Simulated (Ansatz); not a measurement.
## How fast states decay through Rb2H2SO

A new crystal, Rb2H2SO: structure, gap and complex bands. It is built by putting S for part of the O in the RbHO structure of space group P2_1/m, with the volume rescaled by atomic radii. The parent structure comes from the Materials Project.

Method: PBEsol DFT, plane waves, PAW files, in the first sound run; inputs show where later runs differ, in Ansatz 0.2.0.

The structure was built from a prototype and need not be the compound's stable phase.

### Step 1. Starting point

The structure is monoclinic, space group Pm (No. 6). The conventional cell has a = 4.284 Å, b = 4.267 Å, c = 6.111 Å, α = 90.00°, β = 104.16°, γ = 90.00°. Nearest to Rb lie 4 H at 2.85 to 3.26 Å and 2 S at 2.85 to 3.39 Å and 4 O at 2.99 to 3.10 Å. Nearest to Rb lie 4 H at 2.85 to 3.26 Å and 2 O at 2.85 to 3.39 Å and 4 S at 2.99 to 3.10 Å. Nearest to H lie 1 S at 0.99 Å and 2 H at 2.32 Å and 2 O at 2.83 Å and 4 Rb at 2.85 to 3.26 Å. H has 1 O at 0.99 Å and 2 H at 2.32 Å and 2 S at 2.83 Å and 4 Rb at 2.85 to 3.26 Å nearest. Nearest to S lie 3 H at 0.99 to 2.83 Å and 6 Rb at 2.85 to 3.39 Å. Nearest to O lie 3 H at 0.99 to 2.83 Å and 6 Rb at 2.85 to 3.39 Å. It derives from RbHO. S for part of the O in the RbHO structure of space group P2_1/m. Farther neighbours and most contacts between anions are not listed.

### Step 2. Cell and atoms at rest

The substituted atoms don't fit the parent's cell, so cell and atoms relax together. A small smearing keeps the run stable in case the gap closes on the way.

File input.yaml:

```yaml
crystal:
  lattice:
    - [4.2835242757, 0.0, 0.0]
    - [0.0, 4.2669367316, 0.0]
    - [-1.4944659525, 0.0, 5.9255034109]
  atoms:
    - { symbol: Rb, position: [0.17333676, 0.25, 0.28828131] }
    - { symbol: Rb, position: [0.82666324, 0.75, 0.71171869] }
    - { symbol: H, position: [0.4778489, 0.25, 0.92234969] }
    - { symbol: H, position: [0.5221511, 0.75, 0.07765031] }
    - { symbol: S, position: [0.32904153, 0.25, 0.76989259] }
    - { symbol: O, position: [0.67095847, 0.75, 0.23010741] }
kpoints:
  mp_grid: { grid: [6, 6, 4] }
scf:
  occupations: { method: gaussian, width: 0.03 }
hamiltonian:
  xc: pbesol
output:
  forces: true
  stress: true
relax:
  f_tol: 0.02
  max_steps: 60
  cell: {}
```

Started as:

```console
$ ansatz run input.yaml --threads 2 --pin off --max-ram 4096MiB --backend cpu --events-out ev --progress --plain --runs-dir out
```

Numbers of over 12 decimals in the logs are rounded to 6 here.

What it wrote:

```text
Engine: ansatz 0.2.0, aarch64-unknown-linux-gnu
Pseudopotentials: kind: paw
Pseudopotential: Rb, paw, valence charge 9, recommended cutoff 420 eV (normal), Rb.paw.azcp
Pseudopotential: H, paw, valence charge 1, recommended cutoff 420 eV (normal), H.paw.azcp
Pseudopotential: S, paw, valence charge 6, recommended cutoff 420 eV (normal), S.paw.azcp
Pseudopotential: O, paw, valence charge 6, recommended cutoff 420 eV (normal), O.paw.azcp
Functional definition: PBEsol
  exchange = pbesol_x
  correlation = pbesol_c
Crystal: 6 atoms, lattice volume = 108.304 Å³
Basis set: ecut = 420 eV, 2105 PW (Γ), exchange–correlation on 60×60×90 points (8 copies of the dense FFT grid, shifted against one another)
Bands: 22, of which v1, the nominal top of the filled ones, is band 16 counted from 1 (15 counted from 0)
Symmetry: 2 space group operations
Space group: Pm (ITA 6), of the structure as read, at distance tolerance 4.8e-5 Å
k-points: 56 of 144 (time reversal used)
Non-local potential: Rb, projectors of the file, l = 0: 3, l = 1: 2, l = 2: 2
Non-local potential: H, projectors of the file, l = 0: 2, l = 1: 1
Non-local potential: S, projectors of the file, l = 0: 2, l = 1: 2, l = 2: 2
Non-local potential: O, projectors of the file, l = 0: 2, l = 1: 2, l = 2: 1
PAW form: soft (Blöchl's): semilocal exchange-correlation on the pseudo side does not see the compensation charge
PAW frozen core: Rb, regenerated for the run's functional, and the local potential with it (the file was generated under x = pbe(κ = 0.804, μ = 0.219515), c = pbe(β = 0.066725))
PAW frozen core: S, regenerated for the run's functional, and the local potential with it (the file was generated under x = pbe(κ = 0.804, μ = 0.219515), c = pbe(β = 0.066725))
PAW frozen core: O, regenerated for the run's functional, and the local potential with it (the file was generated under x = pbe(κ = 0.804, μ = 0.219515), c = pbe(β = 0.066725))
PAW one-centre angular grid: Rb, 110 points (default); XC on 64 Gauss nodes
PAW one-centre angular grid: H, 110 points (default); XC on 64 Gauss nodes
PAW one-centre angular grid: S, 110 points (default); XC on 64 Gauss nodes
PAW one-centre angular grid: O, 110 points (default); XC on 64 Gauss nodes
Initial density: superposition of atomic densities (neutral atoms: chi_scale 0, normalization atom), corrected by the library's trained network
Initial wavefunctions: pseudopotential atomic-orbital guess
Functional: x = pbesol(κ = 0.804, μ = 0.123457), c = pbesol(β = 0.046)
SCF iter   1: F=—  HF=-7910.831340 eV  |F-HF|=—  |Δ(HF+E_count)|=         —  Δρ=5.40e-3  dr2=2.91e-2  ethr=1.77e-3  ⟨swp⟩=7.4  Hψ=7490  notcnv=0
preconditioner: auto → Resta (q_TF=auto, 2.227 Å⁻¹)  ε∞=3.0  [insulator: Δε(μ)=3.327 eV  Ē_g=13.299 eV  σ=0.030 eV  W_gap=1.00  n_scr=24 (ndim 8)  ℏωp=18.9 eV  f_vac=0.032  D(μ)=0.00/eV (n_scr^D=0)  ε∞_Penn≈3.0]
SCF iter   2: F=—  HF=-7910.824217 eV  |F-HF|=—  |Δ(HF+E_count)|=   7.12e-3  Δρ=2.31e-3  dr2=4.53e-3  ethr=9.08e-5  ⟨swp⟩=2.1  Hψ=2709  notcnv=0  defer=99
SCF iter   3: F=—  HF=-7910.823323 eV  |F-HF|=—  |Δ(HF+E_count)|=   8.94e-4  Δρ=1.06e-3  dr2=1.21e-3  ethr=1.41e-5  ⟨swp⟩=2.0  Hψ=2098  notcnv=0  defer=99
SCF iter   4: F=—  HF=-7910.823667 eV  |F-HF|=—  |Δ(HF+E_count)|=   3.44e-4  Δρ=2.40e-4  dr2=5.26e-5  ethr=3.78e-6  ⟨swp⟩=2.0  Hψ=1847  notcnv=0  defer=99
SCF iter   5: F=—  HF=-7910.823727 eV  |F-HF|=—  |Δ(HF+E_count)|=   6.02e-5  Δρ=6.66e-5  dr2=5.22e-6  ethr=1.64e-7  ⟨swp⟩=2.6  Hψ=1965  notcnv=0  defer=99
SCF iter   6: F=—  HF=-7910.823733 eV  |F-HF|=—  |Δ(HF+E_count)|=   5.76e-6  Δρ=1.30e-5  dr2=2.12e-7  ethr=1.63e-8  ⟨swp⟩=2.0  Hψ=1917  notcnv=0  defer=99
SCF iter   7: F=-7910.823733 eV  HF=-7910.823733 eV  |F-HF|=2.39e-8  |Δ(HF+E_count)|=   2.92e-7  Δρ=3.37e-6  dr2=1.72e-8  ethr=3.13e-10  ⟨swp⟩=5.0  Hψ=4805  notcnv=0
SCF 1 converged in 7 iterations: F = -7910.823733 eV  dr2 = 1.72e-8
  greatest PAW one-centre occupation: 0.974 electrons in one spin orbital (limit 2), on the Rb atom at site 1 (counted from 0), in its partial waves of l = 0
relax step   1: F+E_penalty+E_count = -7910.82373333 eV  Δ(F+E_penalty+E_count) = +0.000e0 eV  max|allowed force component| = 2.262e1 eV/Å  Δτ_max = 0.0000 Å  P = +16.315 GPa  Ω = 108.304 Å³  (7 SCF iters, dr2 threshold 1.00e-7 eV, accepted)
Crystal: 6 atoms, lattice volume = 118.748 Å³
Basis set: ecut = 420 eV, 2355 PW (Γ), exchange–correlation on 60×60×90 points (8 copies of the dense FFT grid, shifted against one another)
Initial density: handed on by an earlier stage of this run
Initial wavefunctions: those handed on with the density
iter 1 solved again at ethr=1.82e-3 eV; its pass at ethr=3.10e-3 eV (dr2=5.82e-1 eV) is discarded
SCF iter   1: F=—  HF=-7914.027037 eV  |F-HF|=—  |Δ(HF+E_count)|=         —  Δρ=2.58e-2  dr2=5.84e-1  ethr=1.82e-3  ⟨swp⟩=1.0  Hψ=8442  notcnv=0
preconditioner: auto → Resta (q_TF=auto, 2.193 Å⁻¹)  ε∞=2.9  [insulator: Δε(μ)=3.081 eV  Ē_g=13.039 eV  σ=0.030 eV  W_gap=1.00  n_scr=24 (ndim 8)  ℏωp=18.0 eV  f_vac=0.052  D(μ)=0.00/eV (n_scr^D=0)  ε∞_Penn≈2.9]
SCF iter   2: F=—  HF=-7913.866868 eV  |F-HF|=—  |Δ(HF+E_count)|=   1.60e-1  Δρ=1.15e-2  dr2=8.58e-2  ethr=1.82e-3  ⟨swp⟩=2.4  Hψ=2331  notcnv=0
SCF iter   3: F=—  HF=-7913.847477 eV  |F-HF|=—  |Δ(HF+E_count)|=   1.94e-2  Δρ=4.43e-3  dr2=1.83e-2  ethr=2.68e-4  ⟨swp⟩=2.8  Hψ=2732  notcnv=0  defer=81
SCF iter   4: F=—  HF=-7913.843833 eV  |F-HF|=—  |Δ(HF+E_count)|=   3.64e-3  Δρ=1.17e-3  dr2=1.23e-3  ethr=5.73e-5  ⟨swp⟩=2.0  Hψ=2200  notcnv=0  defer=84
SCF iter   5: F=—  HF=-7913.843826 eV  |F-HF|=—  |Δ(HF+E_count)|=   6.58e-6  Δρ=2.25e-4  dr2=7.95e-5  ethr=3.85e-6  ⟨swp⟩=2.0  Hψ=1492  notcnv=0  defer=84
SCF iter   6: F=—  HF=-7913.843915 eV  |F-HF|=—  |Δ(HF+E_count)|=   8.93e-5  Δρ=6.94e-5  dr2=4.63e-6  ethr=2.49e-7  ⟨swp⟩=2.1  Hψ=1812  notcnv=0  defer=84
SCF iter   7: F=-7913.843919 eV  HF=-7913.843919 eV  |F-HF|=1.95e-7  |Δ(HF+E_count)|=   3.95e-6  Δρ=1.48e-5  dr2=2.64e-7  ethr=1.87e-9  ⟨swp⟩=5.4  Hψ=4903  notcnv=0
SCF 2 converged in 7 iterations: F = -7913.843919 eV  dr2 = 2.64e-7
relax step   2: F+E_penalty+E_count = -7913.84391939 eV  Δ(F+E_penalty+E_count) = -3.020e0 eV  max|allowed force component| = 6.407e0 eV/Å  Δτ_max = 0.1948 Å  P = +4.822 GPa  Ω = 118.748 Å³  energy of the carried Pulay correction = -1.192e-2 eV  (7 SCF iters, dr2 threshold 6.00e-7 eV, accepted)
Crystal: 6 atoms, lattice volume = 124.576 Å³
Basis set: ecut = 420 eV, 2437 PW (Γ), exchange–correlation on 60×60×90 points (8 copies of the dense FFT grid, shifted against one another)
[...]
relax step  19: F+E_penalty+E_count = -7914.54570448 eV  Δ(F+E_penalty+E_count) = -7.191e-5 eV  max|allowed force component| = 6.842e-3 eV/Å  Δτ_max = 0.0076 Å  P = -0.009 GPa  Ω = 131.220 Å³  energy of the carried Pulay correction = -3.033e-3 eV  (8 SCF iters, accepted)
relax step  20: F+E_penalty+E_count = -7914.55277561 eV  Δ(F+E_penalty+E_count) = -7.071e-3 eV  max|allowed force component| = 7.438e-3 eV/Å  Δτ_max = 0.0000 Å  P = +0.034 GPa  Ω = 131.220 Å³  stress off target by 1.46e-1 GPa  SCF on the basis re-selected at this cell (its energy is not comparable with the rows above)  (7 SCF iters)
relax step  21: F+E_penalty+E_count = -7914.55394721 eV  Δ(F+E_penalty+E_count) = -1.172e-3 eV  max|allowed force component| = 5.197e-2 eV/Å  Δτ_max = 0.0718 Å  P = -0.000 GPa  Ω = 131.684 Å³  energy of the carried Pulay correction = -1.554e-4 eV  (7 SCF iters, dr2 threshold 5.34e-8 eV, accepted)
relax step  22: F+E_penalty+E_count = -7914.55413045 eV  Δ(F+E_penalty+E_count) = -1.832e-4 eV  max|allowed force component| = 6.488e-2 eV/Å  Δτ_max = 0.0086 Å  P = +0.038 GPa  Ω = 131.787 Å³  energy of the carried Pulay correction = -2.082e-4 eV  (5 SCF iters, dr2 threshold 1.69e-7 eV, accepted)
relax step  23: F+E_penalty+E_count = -7914.55430705 eV  Δ(F+E_penalty+E_count) = -1.766e-4 eV  max|allowed force component| = 1.176e-1 eV/Å  Δτ_max = 0.0169 Å  P = -0.030 GPa  Ω = 131.769 Å³  energy of the carried Pulay correction = -7.037e-5 eV  (6 SCF iters, dr2 threshold 2.63e-7 eV, accepted)
relax step  24: F+E_penalty+E_count = -7914.55434756 eV  Δ(F+E_penalty+E_count) = -4.050e-5 eV  max|allowed force component| = 1.930e-2 eV/Å  Δτ_max = 0.0056 Å  P = -0.002 GPa  Ω = 131.900 Å³  energy of the carried Pulay correction = -2.240e-4 eV  (5 SCF iters, dr2 threshold 6.00e-7 eV, accepted)
relax step  25: F+E_penalty+E_count = -7914.55500077 eV  Δ(F+E_penalty+E_count) = -6.532e-4 eV  max|allowed force component| = 2.033e-2 eV/Å  Δτ_max = 0.0000 Å  P = -0.000 GPa  Ω = 131.900 Å³  stress off target by 1.93e-2 GPa  SCF on the basis re-selected at this cell (its energy is not comparable with the rows above)  (6 SCF iters)
relax step  26: F+E_penalty+E_count = -7914.55476201 eV  Δ(F+E_penalty+E_count) = +2.388e-4 eV  max|allowed force component| = 1.141e-1 eV/Å  Δτ_max = 0.0119 Å  P = +0.050 GPa  Ω = 131.900 Å³  (6 SCF iters, dr2 threshold 2.58e-8 eV, rejected (line search))
relax step  27: F+E_penalty+E_count = -7914.55495893 eV  Δ(F+E_penalty+E_count) = +4.184e-5 eV  max|allowed force component| = 5.627e-2 eV/Å  Δτ_max = 0.0038 Å  P = +0.029 GPa  Ω = 131.900 Å³  (8 SCF iters, rejected (line search))
relax step  28: F+E_penalty+E_count = -7914.55500376 eV  Δ(F+E_penalty+E_count) = -2.996e-6 eV  max|allowed force component| = 1.631e-2 eV/Å  Δτ_max = 0.0011 Å  P = +0.014 GPa  Ω = 131.900 Å³  (7 SCF iters, accepted)
relax step  29: F+E_penalty+E_count = -7914.55508035 eV  Δ(F+E_penalty+E_count) = -7.659e-5 eV  max|allowed force component| = 3.338e-3 eV/Å  Δτ_max = 0.0044 Å  P = +0.009 GPa  Ω = 131.927 Å³  energy of the carried Pulay correction = +1.525e-5 eV  (6 SCF iters, dr2 threshold 1.18e-8 eV, accepted)
relax step  30: F+E_penalty+E_count = -7914.55507188 eV  Δ(F+E_penalty+E_count) = +8.467e-6 eV  max|allowed force component| = 2.282e-2 eV/Å  Δτ_max = 0.0076 Å  P = -0.025 GPa  Ω = 132.028 Å³  energy of the carried Pulay correction = -2.030e-6 eV  (8 SCF iters, accepted)
relax step  31: F+E_penalty+E_count = -7914.55514731 eV  Δ(F+E_penalty+E_count) = -7.543e-5 eV  max|allowed force component| = 1.771e-3 eV/Å  Δτ_max = 0.0056 Å  P = +0.002 GPa  Ω = 132.014 Å³  energy of the carried Pulay correction = +1.172e-5 eV  (6 SCF iters, dr2 threshold 3.25e-8 eV, accepted)
iter 1 solved again at ethr=1.84e-7 eV; its pass at ethr=3.10e-3 eV (dr2=5.90e-5 eV) is discarded
SCF iter   1: F=—  HF=-7914.555080 eV  |F-HF|=—  |Δ(HF+E_count)|=         —  Δρ=4.19e-5  dr2=1.10e-7  ethr=1.84e-7  ⟨swp⟩=4.1  Hψ=11004  notcnv=0
preconditioner: auto → Resta (q_TF=auto, 2.154 Å⁻¹)  ε∞=2.8  [insulator: Δε(μ)=2.921 eV  Ē_g=12.691 eV  σ=0.030 eV  W_gap=1.00  n_scr=26 (ndim 8)  ℏωp=17.1 eV  f_vac=0.066  D(μ)=0.00/eV (n_scr^D=0)  ε∞_Penn≈2.8]
SCF iter   2: F=—  HF=-7914.555175 eV  |F-HF|=—  |Δ(HF+E_count)|=   9.52e-5  Δρ=2.11e-5  dr2=2.74e-8  ethr=3.45e-10  ⟨swp⟩=3.0  Hψ=2266  notcnv=0
SCF iter   3: F=—  HF=-7914.555190 eV  |F-HF|=—  |Δ(HF+E_count)|=   1.49e-5  Δρ=1.73e-6  dr2=2.28e-9  ethr=8.57e-11  ⟨swp⟩=2.0  Hψ=2018  notcnv=0
SCF iter   4: F=—  HF=-7914.555190 eV  |F-HF|=—  |Δ(HF+E_count)|=   2.82e-8  Δρ=8.04e-7  dr2=6.06e-10  ethr=7.12e-12  ⟨swp⟩=2.5  Hψ=2045  notcnv=0
SCF iter   5: F=—  HF=-7914.555190 eV  |F-HF|=—  |Δ(HF+E_count)|=  7.19e-10  Δρ=2.74e-7  dr2=7.26e-11  ethr=1.89e-12  ⟨swp⟩=2.0  Hψ=2016  notcnv=0
SCF iter   6: F=-7914.555190 eV  HF=-7914.555190 eV  |F-HF|=5.46e-12  |Δ(HF+E_count)|=  1.87e-10  Δρ=5.77e-8  dr2=6.42e-12  ethr=1.00e-12  ⟨swp⟩=4.8  Hψ=4244  notcnv=0
SCF 32 converged in 6 iterations: F = -7914.555190 eV  dr2 = 6.42e-12
relax step  32: F+E_penalty+E_count = -7914.55518983 eV  Δ(F+E_penalty+E_count) = -4.252e-5 eV  max|allowed force component| = 1.672e-3 eV/Å  Δτ_max = 0.0000 Å  P = +0.001 GPa  Ω = 132.014 Å³  stress off target by 8.19e-3 GPa  SCF on the basis re-selected at this cell (its energy is not comparable with the rows above)  (6 SCF iters)
basis re-selected at this cell: Δ(F+E_penalty+E_count) = -4.252e-5 eV, ΔP = -0.000 GPa vs the last step (what re-selecting the basis moved, of the pressure what is left beyond the Pulay correction that the steps carried, after the strain that the cell walked since its last selection, with what the two solves' SCF thresholds leave and, on support functions, any second-order correction that the steps lacked; it is no m [...]
SCF converged after 6 iterations
Free energy (F): -7914.555190 eV
Harris-Foulkes:  -7914.555190 eV  (|F-HF|=5.46e-12)
Internal energy: -7914.555190 eV  (E = F + TS)
E sigma→0 (E₀):  -7914.555190 eV
Fermi energy:    3.775889 eV
--- Per-component energies (eV) ---
  E_band       = -212.839853
  E_kinetic    = 695.089185
  E_local      = -1777.667255  (includes V_loc(G=0)·N_el)
  E_nonlocal   = 429.542683
  E_hartree    = 517.781434
  E_xc         = -445.963437
  E_vxc        = -477.334044  (∫ρ·V_xc dr)
  E_paw        = -5875.941621  (= ΣΔE_a)
  E_vpaw       = -118.033327  (= ΣTr[D̂ρ^β])
  E_aug_tail   = 0.000043  (compensation charges beyond the density's cutoff)
  E_ewald      = -1457.740801
  E_core_change = 0.344579  (= ΣΔE_core)
  E_smearing   = -0.000000  (= −TS)
  E_closure    = 0.000000  (closes the sum)
  Σ components = -7914.555190   (vs F -7914.555190, Δ=0.00e0)
--- Forces (eV/Å), atoms counted from 1 ---
  atom   1  Rb    -0.00035371    -0.00000000     0.00034136
  atom   2  Rb    -0.00035875     0.00000000    -0.00167213
  atom   3  H      0.00097141     0.00000000     0.00012617
  atom   4  H     -0.00067986    -0.00000000    -0.00005768
  atom   5  S     -0.00071040     0.00000000    -0.00028655
  atom   6  O      0.00113163    -0.00000000     0.00154632
  max |Σ_I F_I| component: 2.51e-6 eV/Å
--- Stress (GPa, compression-positive) ---
       -0.004353       0.000000       0.002868
        0.000000       0.000498      -0.000000
        0.002868      -0.000000       0.007532
  P = ⅓ Tr σ = 0.0012 GPa (0.012 kbar)
--- Relaxed structure (28 steps of the walk, 24 accepted, 4 SCFs on fresh bases) ---
  F+E_penalty+E_count = -7914.55518983 eV   max|allowed force component| = 1.672e-3 eV/Å   (the final SCF, on the basis selected at the relaxed cell)
  cell:  # Å, volume = 132.0140 Å³
    - [4.165955, 0.0, 0.088116]
    - [0.0, 4.518640, 0.0]
    - [-1.331554, 0.0, 6.984735]
  atoms:
    - { symbol: Rb, position: [0.146852, 0.25, 0.252291] }
    - { symbol: Rb, position: [0.744530, 0.75, 0.644422] }
    - { symbol: H, position: [0.586084, 0.25, 0.892934] }
    - { symbol: H, position: [0.583450, 0.75, 0.138821] }
    - { symbol: S, position: [0.276506, 0.25, 0.795840] }
    - { symbol: O, position: [0.662578, 0.75, 0.275693] }
```

The job ended after 2.8 min (2 threads of Arm Neoverse V2, shared host; peak memory 0.45 GiB; 5.5 min of CPU time).

Relaxation path (22 of 32):

| step | energy less that of the first step (eV) | largest force component (eV/Å) | pressure (GPa) | volume (Å³) |
| --- | --- | --- | --- | --- |
| 1 | 0.0000 | 22.6209 | 16.32 | 108.30 |
| 2 | -3.0202 | 6.4073 | 4.82 | 118.75 |
| 4 | -3.6070 | 0.7833 | -0.61 | 127.36 |
| 5 | -3.6488 | 0.4570 | 0.40 | 125.89 |
| 7 | -3.6688 | 0.0785 | -0.15 | 127.94 |
| 8 | -3.6703 | 0.0544 | -0.08 | 127.56 |
| 10 | -3.6712 | 0.0150 | 0.01 | 127.16 |
| 11* | -3.7125 | 0.0126 | 0.40 | 127.16 |
| 13 | -3.7033 | 1.0531 | 0.09 | 133.03 |
| 14 | -3.7180 | 0.2157 | 0.04 | 130.74 |
| 16 | -3.7209 | 0.1316 | -0.06 | 131.13 |
| 17 | -3.7218 | 0.0488 | 0.04 | 131.04 |
| 19 | -3.7220 | 0.0068 | -0.01 | 131.22 |
| 20* | -3.7290 | 0.0074 | 0.03 | 131.22 |
| 22 | -3.7304 | 0.0649 | 0.04 | 131.79 |
| 23 | -3.7306 | 0.1176 | -0.03 | 131.77 |
| 25* | -3.7313 | 0.0203 | 0.00 | 131.90 |
| 26 | -3.7310 | 0.1141 | 0.05 | 131.90 |
| 28 | -3.7313 | 0.0163 | 0.01 | 131.90 |
| 29 | -3.7313 | 0.0033 | 0.01 | 131.93 |
| 31 | -3.7314 | 0.0018 | 0.00 | 132.01 |
| 32* | -3.7315 | 0.0017 | 0.00 | 132.01 |

Relaxation steps marked * repeat the geometry before them on a plane-wave basis chosen anew for their cell, so energy and pressure can jump there. Other such steps can lie between the rows shown. Relaxation steps 4, 13, 26, 27 were tried and not accepted.

The run keeps the 2 symmetry operations that it works with, so distortions that break them were not tested.

| cell as run | before | after | change |
| --- | --- | --- | --- |
| a (Å) | 4.284 | 4.167 | -2.7 % |
| b (Å) | 4.267 | 4.519 | +5.9 % |
| c (Å) | 6.111 | 7.111 | +16.4 % |
| β (°) | 104.16 | 99.58 | -4.4 % |
| volume (Å³/atom) | 18.05 | 22.00 | +21.9 % |

The atoms that moved most (Å, as changes of fractional coordinates times the final cell):

| atom | dx | dy | dz | length |
| --- | --- | --- | --- | --- |
| Rb2 | -0.253 | 0.000 | -0.477 | 0.540 |
| H3 | 0.490 | 0.000 | -0.196 | 0.528 |
| H4 | 0.174 | 0.000 | 0.433 | 0.466 |
| O6 | -0.096 | 0.000 | 0.318 | 0.332 |
| S5 | -0.253 | 0.000 | 0.177 | 0.309 |
| Rb1 | -0.062 | 0.000 | -0.254 | 0.261 |

The relaxed structure:

```xyz
6
Lattice="4.1660 0.0000 0.0881 0.0000 4.5186 0.0000 -1.3316 0.0000 6.9847" Properties=species:S:1:pos:R:3 pbc="T T T"
Rb    0.2758    1.1297    1.7751
Rb    2.2436    3.3890    4.5667
H     1.2526    1.1297    6.2885
H     2.2458    3.3890    1.0210
S     0.0922    1.1297    5.5831
O     2.3932    3.3890    1.9840
```

Numbers from this step:

```
free energy  : -7914.5552 eV
Fermi energy : 3.776 eV
pressure     : 0.001225 GPa
```

The largest force component on a free atom ends at 0.0017 eV/Å.

(Part 1 of 3 ends here.)

[Logs are printed without paths, hosts, clocks, repeated set-up lines and the standing remarks that a program may print on its own settings, such as how far it seeks lower states.]

[Hosts, paths, dates, database ids (printed as entryN), source tags and the programs' standing remarks are cut or masked in the printed files.]
